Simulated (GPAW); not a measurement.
**GaP (F-43m): refractive index against wavelength**

The refractive index of GaP (F-43m) below the direct gap (1.69 eV on the mesh) is read from one computed spectrum, n = √(Re ε).

Symmetry: F-43m, No. 216, cubic system. The conventional cell has a = 5.451 Å, b = 5.451 Å, c = 5.451 Å, α = 90.00°, β = 90.00°, γ = 90.00°. Ga on site a is surrounded by 4 P at 2.36 Å. P on site c is surrounded by 4 Ga at 2.36 Å.

Method: GPAW 26.7.0, LDA, RPA, k-mesh 11×11×11, local fields up to 50 eV, Lorentzian half width 0.15 eV.

Launch of the response step: `OMP_NUM_THREADS=1 python df.py`. The run took 28 s, its band step included, on 1 thread of Arm Neoverse V1, on a shared host.

| wavelength (nm) | photon energy E (eV) | n |
| --- | --- | --- |
| 3000 | 0.413 | 3.2473 |
| 2000 | 0.620 | 3.2704 |
| 1550 | 0.800 | 3.2994 |
| 1310 | 0.946 | 3.3303 |
| 1064 | 1.165 | ? |

In the single-oscillator model n² − 1 = E₀E_d/(E₀² − E²), so 1/(n² − 1) = E₀/E_d − E²/(E₀E_d) is linear in E².

Working, on the rows shown:

| x = E² (eV²) | y = 1/(n² − 1) |
| --- | --- |
| 0.170801 | 0.104767 |
| 0.384302 | 0.10314 |
| 0.639837 | 0.101153 |
| 0.895757 | 0.0990992 |

Means: x̄ = 0.52267, ȳ = 0.10204. Σ(x − x̄)(y − ȳ) = -0.002313, Σ(x − x̄)² = 0.2959. Slope = -0.002313 / 0.2959 = -0.007818; intercept = ȳ − slope · x̄ = 0.10613. Turned back into n, the line misses the rows shown by at most 0.00043.

Task: Predict the last column of the withheld row from the fit.

Result: At x = 1.3578 the line gives y = 0.095511, that is 3.3867. The run gave 3.3917, so the extrapolation is off by 0.005, 3 % of the range in the table.

Refitted with all rows, the slope is -0.008057 and the intercept 0.10623. These give E₀ = √(intercept/−slope) = 3.63 eV and E_d = E₀/intercept = 34.2 eV; E₀ is 2.2 times the direct gap. The electronic limit at long wavelengths, without lattice vibrations, is n = √(1 + 1/intercept) = 3.227. Excitons are left out; LDA gaps are as a rule too small. The values come from a sum over the points of one k-mesh and carry its error, which grows as the direct gap shrinks. Spin-orbit coupling is left out.
